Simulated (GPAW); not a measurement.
# Sc2C (P-3m1): the Sc K absorption edge, part 2 of 2

Aim: the near-edge shape at the Sc K edge of Sc2C (P-3m1), and what the core hole does to it.

GPAW 26.7.0; X-ray absorption from dipole matrix elements to empty bands, plane-wave PAW LDA.

So far. Step 2 (The field without a hole): The mesh shows no gap, so the system is treated as a metal and the core electron is put at the Fermi level (neutral cell). Step 3 (Spectrum without a core hole, Sc atom 1): Main maxima below 30 eV (height): 0.4 eV (0.73), 6.0 eV (0.76), 13.8 eV (1.67) and 26.1 eV (1.72). A K edge sees empty p states. The weak features of the first eV are p character mixed into the empty d bands; the main 4p edge lies above them.

## Step 5: Spectrum with XCH, Sc atom 1

The holes are 6.6 Å apart. In GPAW the data set carries the hole's charge, so charge=0 means a charged cell and charge=-1 a neutral one. The excited electron is kept in the cell, where it fills the lowest empty states and screens the hole. After the field has converged, empty bands are computed with the density fixed and the dipole matrix elements are summed.

File xas.py:

```python
import numpy as np
from ase import Atoms
from ase.parallel import parprint, paropen
from gpaw import GPAW, PW, FermiDirac, Mixer, MixerDif, setup_paths
from gpaw.test import gen
setup_paths.insert(0, '.')
gen('Sc', name='fch1s', xcname='LDA', corehole=(1, 0, 1), write_xml=True)
from gpaw.mpi import world
world.barrier()

atoms = Atoms('Sc8C4',
    cell=[[-1.66641858, -2.88632164, -5.64986816],
     [1.66641858, 2.88632164, -5.64986816],
     [3.33283715, -5.77264328, 0]],
    scaled_positions=[[0.69211517, 0.0254485, 0.83333333],
     [0.69211517, 0.0254485, 0.33333333],
     [0.19211517, 0.5254485, 0.83333333],
     [0.19211517, 0.5254485, 0.33333333],
     [0.30788483, 0.9745515, 0.16666667],
     [0.30788483, 0.9745515, 0.66666667],
     [0.80788483, 0.4745515, 0.16666667],
     [0.80788483, 0.4745515, 0.66666667],
     [0.75, 0.75, 0],
     [0.75, 0.75, 0.5],
     [0.25, 0.25, 0],
     [0.25, 0.25, 0.5]],
    pbc=True)
atoms.calc = calc = GPAW(legacy_gpaw=True, mode=PW(430), xc='LDA', setups={0: 'fch1s'},
    kpts={'size': (5, 5, 5), 'gamma': True}, occupations=FermiDirac(0.1),
    charge=-1, mixer=Mixer(0.1, 5, 50), maxiter=150,
    convergence={'density': 0.0001}, txt='scf.txt')
energy = atoms.get_potential_energy() + calc.get_reference_energy()
ef = calc.get_fermi_level()
out = dict(energy=energy, fermi=ef, forces=atoms.get_forces().tolist())
parprint(f'all-electron energy {energy:.4f} eV, Fermi level {ef:.4f} eV')
ev = np.array([[calc.get_eigenvalues(k, s) for k in range(len(calc.get_ibz_k_points()))] for s in range(calc.get_number_of_spins())])
out['homo'], out['lumo'], out['counts'] = ev[ev < ef].max(), ev[ev > ef].min(), sorted(set((ev < ef).sum((0, 2)).tolist()))
out['filled'] = (ev[:, 0] < ef).sum(1).tolist()

from ase.units import Ha
from gpaw.xas import dipole_matrix_elements
nb = int(calc.get_number_of_electrons() / 2) + 172
top, nb = nb, nb + 8 + nb // 12
nscf = calc.fixed_density(kpts={'size': (5, 5, 5), 'gamma': True}, nbands=nb,
    convergence={'bands': top, 'eigenstates': 1e-5}, maxiter=60, txt='nscf.txt')
cell = atoms.cell.array
ops = [cell.T @ U.T @ np.linalg.inv(cell.T) for U in nscf.wfs.kd.symmetry.op_scc]
E = np.arange(-6, 34, 0.1)
fwhm = np.interp(E, [4, 25], [0.9, 3.5])
Y, X, zero, highest = 0, 0, 1e9, 1e9
for spin in range(nscf.get_number_of_spins()):
    wfs = nscf.wfs
    A = dipole_matrix_elements(wfs.setups[0])
    eps = np.zeros((wfs.kd.nibzkpts, nb))
    d = np.zeros((3, A.shape[1], wfs.kd.nibzkpts, nb), complex)
    for kpt in wfs.kpt_u:
        if kpt.s == spin and 0 in kpt.P_ani:
            eps[kpt.k] = kpt.eps_n * Ha
            d[:, :, kpt.k] = (kpt.weight * wfs.nspins / 2) ** 0.5 * np.inner(A, kpt.P_ani[0])
    world.sum(eps)
    world.sum(d)
    T = np.einsum('amkn,bmkn->abkn', d, d.conj()).real
    T = sum(np.einsum('ai,ijkn,bj->abkn', R, T, R) for R in ops) / len(ops)
    empty = eps > ef
    zero, highest = min(zero, eps[empty].min()), min(highest, eps[:, top - 1].min())
    lines = [(eps, T, empty)] if spin == 0 else lines + [(eps, T, empty)]
for eps, T, empty in lines:
    f = np.einsum('aakn->akn', T).reshape(3, -1)
    x = eps.ravel() - zero
    w = np.interp(x, E, fwhm) / 2.35482
    g = np.exp(-0.5 * ((E[:, None] - x) / w) ** 2) / (w * (2 * np.pi) ** 0.5)
    Y = Y + (f * empty.ravel()) @ g.T
    X = X + (f * ~empty.ravel()) @ g.T
out.update(E=E.round(2).tolist(), xas=Y.tolist(), xes=X.tolist(), zero=zero, valid=highest - zero, nk=len(eps), nb=nb)
for i in range(0, len(E), 10):
    parprint(f'{E[i]:7.2f}', *(f'{v:10.3e}' for v in Y[:, i]))
import json
with paropen('out.json', 'w') as f:
    json.dump(out, f)
```

Launch:

```
$ OMP_NUM_THREADS=1 mpirun -n 4 gpaw python xas.py
```

Numbers of over 12 decimals in the logs are rounded to 6 here.

The program printed:

```text
Input parameters:
  charge: -1
  convergence: {density: 0.0001}
  kpts: {gamma: True,
         size: (5, 5, 5)}
  maxiter: 150
  mixer: {backend: pulay,
          beta: 0.1,
          method: separate,
          nmaxold: 5,
          weight: 50}
  mode: {ecut: 430.0,
         name: pw}
  occupations: {fixmagmom: False,
                name: fermi-dirac,
                width: 0.1}
  setups: {0: fch1s}

Initialize ...

[... PAW data sets ...]

Reference energy: -165502.693040  # eV

Spin-paired calculation

[... convergence settings ...]
Symmetries present (total): 1
  [... symmetry matrices ...]

125 k-points: 5 x 5 x 5 Monkhorst-Pack grid
63 k-points in the irreducible part of the Brillouin zone
       k-points in crystal coordinates                weights
   0:     0.00000000    0.00000000    0.00000000          1/125
   1:     0.00000000    0.00000000    0.20000000          2/125
   2:     0.00000000    0.00000000    0.40000000          2/125
   3:     0.00000000    0.20000000   -0.40000000          2/125
   4:     0.00000000    0.20000000   -0.20000000          2/125
   5:     0.00000000    0.20000000    0.00000000          2/125
   6:     0.00000000    0.20000000    0.20000000          2/125
   7:     0.00000000    0.20000000    0.40000000          2/125
   8:     0.00000000    0.40000000   -0.40000000          2/125
   9:     0.00000000    0.40000000   -0.20000000          2/125
          ...
  62:     0.40000000    0.40000000    0.40000000          2/125

Wave functions: Plane wave expansion
  Cutoff energy: 430.000 eV
  Number of coefficients (min, max): 4377, 4435
  Pulay-stress correction: 0.000000 eV/Ang^3 (de/decut=0.000000)
  Using FFTW library
  Wavefunction extrapolation:
    Improved wavefunction reuse through dual PAW basis

Occupation numbers: Fermi-Dirac:
  width: 0.1000  # eV

Eigensolver
   Davidson(niter=2)

Densities:
  Coarse grid: 32*32*32 grid
  Fine grid: 64*64*64 grid
  Total Charge: 0.000000

Density mixing:
  Method: separate
  Backend: pulay
  Linear mixing parameter: 0.1
  old densities: 5
  Width of damping distribution: 1.1
  Damping of long wavelength oscillations: 50

[... Hamiltonian set-up ...]
Number of atoms: 12
Number of atomic orbitals: 120
Number of bands in calculation: 67
Number of valence electrons: 105
Bands to converge: occupied

... initialized

Initializing position-dependent things.

Density initialized from atomic densities
Creating initial wave functions:
  67 bands from LCAO basis set

           C

             C Sc

         Sc      Sc
                Sc
           Sc
          Sc      Sc

            Sc

Atomic positions and initial magnetic moments

Positions:
   0 Sc     1.666419   -6.734750   -4.054140    ( 0.0000,  0.0000,  0.0000)
   1 Sc    -0.000000   -3.848429   -4.054140    ( 0.0000,  0.0000,  0.0000)
   2 Sc     3.332837   -3.848429   -4.054140    ( 0.0000,  0.0000,  0.0000)
   3 Sc     1.666419   -0.962107   -4.054140    ( 0.0000,  0.0000,  0.0000)
   4 Sc     1.666419    0.962107   -7.245596    ( 0.0000,  0.0000,  0.0000)
   5 Sc     3.332837   -1.924214   -7.245596    ( 0.0000,  0.0000,  0.0000)
   6 Sc     0.000000   -1.924214   -7.245596    ( 0.0000,  0.0000,  0.0000)
   7 Sc     1.666419   -4.810536   -7.245596    ( 0.0000,  0.0000,  0.0000)
   8 C      0.000000    0.000000   -8.474802    ( 0.0000,  0.0000,  0.0000)
   9 C      1.666419   -2.886322   -8.474802    ( 0.0000,  0.0000,  0.0000)
  10 C      0.000000    0.000000   -2.824934    ( 0.0000,  0.0000,  0.0000)
  11 C      1.666419   -2.886322   -2.824934    ( 0.0000,  0.0000,  0.0000)

Unit cell:
           periodic     x           y           z      points  spacing
  1. axis:    yes   -1.666419   -2.886322   -5.649868    32     0.1606
  2. axis:    yes    1.666419    2.886322   -5.649868    32     0.1606
  3. axis:    yes    3.332837   -5.772643    0.000000    32     0.1804

  Lengths:   6.559635   6.559635   6.665674
  Angles:  104.716788  75.283212  61.072407

Effective grid spacing dv^(1/3) = 0.1879

iter:   1  -135.347716
iter:   2  -107.096862   +0.48  -0.80
iter:   3  -101.426632   +0.31  -1.10
iter:   4  -101.936522   +0.65  -1.20
iter:   5  -103.224875   +0.28  -1.22
iter:   6  -104.131670   -0.07  -1.40
iter:   7  -100.197745   -0.52  -1.41
iter:   8   -99.864570   -0.79  -1.58
iter:   9  -100.104867   -0.84  -1.62
iter:  10   -99.641657   -0.97  -1.78
iter:  11   -99.619944   -1.26  -2.08
iter:  12   -99.616645c  -1.29  -2.21
iter:  13   -99.675581   -1.37  -2.38
iter:  14   -99.650701   -1.64  -2.37
iter:  15   -99.658402c  -1.96  -2.68
iter:  16   -99.652974c  -2.12  -2.60
iter:  17   -99.654058c  -2.55  -2.87
iter:  18   -99.654503c  -2.89  -3.06
iter:  19   -99.655148c  -3.05  -3.16
iter:  20   -99.655335c  -3.30  -3.21
iter:  21   -99.655631c  -3.37  -3.39
iter:  22   -99.655669c  -3.68  -3.49
iter:  23   -99.655706c  -3.95  -3.69
iter:  24   -99.655758c  -4.30  -3.81
iter:  25   -99.655753c  -4.49  -3.93
iter:  26   -99.655742c  -4.63  -4.04c
iter:  27   -99.655752c  -5.02  -4.29c
iter:  28   -99.655771c  -5.22  -4.43c
iter:  29   -99.655766c  -5.32  -4.46c
iter:  30   -99.655771c  -5.65  -4.60c
iter:  31   -99.655776c  -5.84  -4.80c
iter:  32   -99.655776c  -6.08  -4.90c
[...]
iter:  37   -99.655777c  -7.01  -5.61c
iter:  38   -99.655777c  -7.22  -5.74c
iter:  39   -99.655777c  -7.29  -5.86c
iter:  40   -99.655778c  -7.61c -5.92c

Converged after 40 iterations.

Dipole moment: (0.027917, 0.227700, -0.004707) |e|*Ang

Energy contributions relative to reference atoms: (reference = -165502.693040)

Kinetic:        +21.476006
Potential:      -27.290163
External:        +0.000000
XC:             -94.900199
Entropy (-ST):   -0.409815
Local:           +1.263485
SIC:             +0.000000
--------------------------
Free energy:    -99.860685
Extrapolated:   -99.655778

Showing only first 2 kpts
 Kpt  Band  Eigenvalues  Occupancy
  0    50      5.35118    1.88607
  0    51      5.36038    1.87577
  0    52      5.54461    1.41045
  0    53      5.72445    0.56745

  1    50      5.42705    1.77148
  1    51      5.46241    1.68958
  1    52      5.48055    1.63899
[...]
Fermi level: 5.63185

No gap
No difference between direct/indirect transitions

Forces in eV/Ang:
  0 Sc   -0.00830    0.00480    2.26911
  1 Sc    0.15698    0.08451    0.48524
  2 Sc   -0.15517    0.08959    0.50231
  3 Sc    0.00530   -0.17819    0.48525
  4 Sc    0.01778   -0.01027   -0.70988
  5 Sc    0.09551    0.07107   -0.54661
  6 Sc   -0.09333    0.05387   -0.51700
  7 Sc   -0.01380   -0.11825   -0.54661
  8 C     0.00721    0.75125   -0.48726
  9 C     0.64371   -0.37164   -0.48094
 10 C    -0.64700   -0.38187   -0.48725
 11 C    -0.00892    0.00515    0.03367
Scalar-relativistic atomic LDA calculation for Sc (Scandium, Z=21)
Core hole in 1s state (1s occupation: 1.0)
600 radial gridpoints.
|------------------------------------------------|
|------------------------------------------------|
[... the atom generator's iteration count ...]

Energy contributions:
-------------------------
Kinetic:     +599.923904
XC:           -31.351934
Potential:  -1165.237108
-------------------------
Total:       -596.665138

state      eigenvalue         ekin         rmax
-----------------------------------------------
1s^1.0 :  -170.075968   218.559873        0.047
2s^2.0 :   -19.622389    39.292564        0.276
2p^6.0 :   -16.820642    39.107669        0.221
3s^2.0 :    -2.695770     8.374742        0.880
3p^6.0 :    -1.901345     7.380150        0.895
3d^1.0 :    -0.610272     4.556744        0.924
4s^2.0 :    -0.439327     1.272882        2.638
4p^0.0 :    -0.291045     0.931272        3.098
-----------------------------------------------
(units: Bohr and Hartree)

Generating PAW setup
Kinetic energy of the core from tauc = 534.299129
Cutoffs:
rc(s)=2.320
rc(p)=2.420
rc(d)=2.260
rc(vbar)=2.260
rc(comp)=2.320
rc(nct)=2.420

Kinetic energy of the core states: 531.791014
Charge: 1.0
Core electrons: 9.0
Valence electrons: 11.0
Pseudo-core charge: 0.000001
Shape function alpha=1.858
Pseudo-electron charge 4.365555
state    eigenvalue         norm
--------------------------------
3s(2) :    -2.695770     0.374397
4s(2) :    -0.439327     0.979167
3p(6) :    -1.901345     0.210513
4p(0) :    -0.291045     0.976764
3d(1) :    -0.610272     0.395350
*d    :     0.389728
--------------------------------

Diagonalizing with gridspacing h=0.050

state   all-electron     PAW
-------------------------------
3s:      -2.695770    -2.696238
3p:      -1.901345    -1.902305
3d:      -0.610272    -0.610960
*f:                   -0.029235
-------------------------------
all-electron energy -165602.3488 eV, Fermi level 5.6318 eV
[...]
31.00  8.262e-07  8.264e-07  7.155e-07
  32.00  8.332e-07  8.335e-07  7.290e-07
  33.00  8.249e-07  8.245e-07  7.744e-07
```

Run time: 19 min. Hardware: 4 MPI ranks of Arm Neoverse V1, shared host; peak memory 0.87 GiB; 77 min of CPU time.

The Sc K spectrum, Sc atom 1, excited-electron core hole (neutral cell) (energy from the lowest empty level; intensity scaled to a mean of 1 over the first 20 eV; polarised curves are means over the symmetry-equivalent atoms):

```
E (eV)  isotropic  ε ⊥ c  ε ∥ c
  -2.0       0.00   0.00   0.00
  -1.0       0.01   0.01   0.00
   0.0       0.55   0.64   0.36
   1.0       0.42   0.44   0.38
   2.0       0.13   0.14   0.13
   3.0       0.17   0.17   0.18
   4.0       0.39   0.41   0.35
   5.0       0.44   0.47   0.39
   6.0       0.61   0.38   1.07
   7.0       0.65   0.47   1.03
   8.0       0.90   0.86   0.98
   9.0       1.13   1.16   1.06
  10.0       1.21   1.26   1.12
  11.0       1.19   1.29   1.00
  12.0       1.41   1.43   1.37
  13.0       1.68   1.68   1.67
  14.0       1.65   1.77   1.42
  15.0       1.52   1.66   1.23
  16.0       1.41   1.48   1.28
  17.0       1.36   1.36   1.37
  18.0       1.36   1.30   1.47
  19.0       1.32   1.20   1.56
  20.0       1.27   1.13   1.55
  21.0       1.25   1.12   1.50
  22.0       1.29   1.19   1.49
  23.0       1.40   1.37   1.47
  24.0       1.49   1.56   1.35
  25.0       1.52   1.66   1.23
  26.0       1.51   1.67   1.19
  27.0       1.47   1.60   1.22
  28.0       1.43   1.50   1.28
  29.0       1.40   1.44   1.30
  30.0       1.39   1.44   1.29
  31.0       1.40   1.46   1.27
  32.0       1.42   1.48   1.29
```

Main maxima below 30 eV (height): 0.4 eV (0.74), 9.9 eV (1.22), 13.4 eV (1.70) and 25.1 eV (1.52). 

The total-energy difference is 4493.26 eV. One term is added: -21.68 eV, since the hole is spin-paired here and a spin-polarised one costs that much less in the free atom (computed apart). The photon energy is then 4471.58 eV. The tabulated edge of the element is 4492 eV. The functional leaves an error in such absolute values: in the free atom LDA prices this hole 12.5 eV below PBE (computed apart), and PBE is itself good to a few eV.

## Step 6: With and without the hole

Both curves are counted from their own zero, so only the shift of weight within the empty states shows.

```
E (eV)  no hole   XCH
  -2.0     0.00  0.00
  -1.0     0.01  0.01
   0.0     0.54  0.55
   1.0     0.50  0.42
   2.0     0.12  0.13
   3.0     0.25  0.17
   4.0     0.34  0.39
   5.0     0.50  0.44
   6.0     0.76  0.61
   7.0     0.62  0.65
   8.0     0.75  0.90
   9.0     0.96  1.13
  10.0     1.08  1.21
  11.0     1.09  1.19
  12.0     1.26  1.41
  13.0     1.59  1.68
  14.0     1.67  1.65
  15.0     1.60  1.52
  16.0     1.52  1.41
  17.0     1.46  1.36
  18.0     1.46  1.36
  19.0     1.43  1.32
  20.0     1.36  1.27
  21.0     1.33  1.25
  22.0     1.37  1.29
  23.0     1.50  1.40
  24.0     1.62  1.49
  25.0     1.69  1.52
  26.0     1.72  1.51
  27.0     1.71  1.47
  28.0     1.68  1.43
  29.0     1.66  1.40
  30.0     1.65  1.39
  31.0     1.67  1.40
  32.0     1.70  1.42
```

With each curve scaled to its own mean, the area from −2 to 6 eV with the hole is 2.4 against 2.6, and the centre of weight from −1 to 20 eV moves by -0.1 eV (first and strongest maxima below 20 eV: 0.4 eV (0.73), 6.0 eV (0.76) and 13.8 eV (1.67) without the hole, 0.4 eV (0.74), 9.9 eV (1.22) and 13.4 eV (1.70) with it), a small effect on these measures.

## Step 7: Outcome

- absorber and edge: Sc K, atom 1 of the ground-state input (counted from 1)
- surroundings: 3 C at 2.28 Å (pyramidal, site symmetry 3m)
- highest intensity below 24 eV: 13.4 eV above the zero, height 1.70
- photon energy of the zero, with the added terms: 4471.6 eV (raw 4493.3 eV; LDA puts this hole about 12 eV below PBE, itself good to a few eV)

**Reading.** The Sc K edge of atom 1, with 3 C at 2.28 Å (pyramidal, site symmetry 3m), has its highest intensity of the first 24 eV at 13.4 eV above the zero, near 4485 eV in photon energy (LDA puts this hole about 12 eV below PBE, itself good to a few eV), 1.7 times the mean level of the first 20 eV (Gaussian full width 0.9 eV up to 4 eV, rising linearly to 3.5 eV at 25 eV). With each curve scaled to its own mean, the area from −2 to 6 eV with the hole is 2.4 against 2.6, and the centre of weight from −1 to 20 eV moves by -0.1 eV (first and strongest maxima below 20 eV: 0.4 eV (0.73), 6.0 eV (0.76) and 13.8 eV (1.67) without the hole, 0.4 eV (0.74), 9.9 eV (1.22) and 13.4 eV (1.70) with it), a small effect on these measures. At the Sc K edge of atom 1 polarisation matters most near 6.3 eV, where the curves differ by 0.8 on this scale. The strongest dipole feature below the main edge lies at 0.4 eV (height 0.74); the site lacks an inversion centre, which allows local p–d mixing besides the mixing with the neighbours' empty states; the run doesn't separate the two. Quadrupole 1s→3d transitions, which feed the pre-edge, are not in the dipole spectrum. The mesh is coarse (0.24 Å⁻¹ between points), so small maxima may be mesh ripples. Lifetime broadening is put in by hand, and intensities beyond about 20 eV depend on it and on the partial waves. The structure is a computed Materials Project entry and may be a hypothetical form.

[Banner, clock and machine lines of the logs are left out without a mark of their own.]

[Logs are printed without paths, hosts, clocks, repeated set-up lines and the standing remarks that a program may print on its own settings, such as how far it seeks lower states.]

[Hosts, paths, dates, database ids (printed as entryN), source tags and the programs' standing remarks are cut or masked in the printed files.]

[Lists of maxima count a maximum above −3 eV only where it reaches 4 % of the highest in the window and stands out from its surroundings by 2 % of it (1.5 % where it reaches 55 %); shoulders and weaker maxima are passed over, and of the rest the first, up to two pre-edge ones and the few strongest are named.]
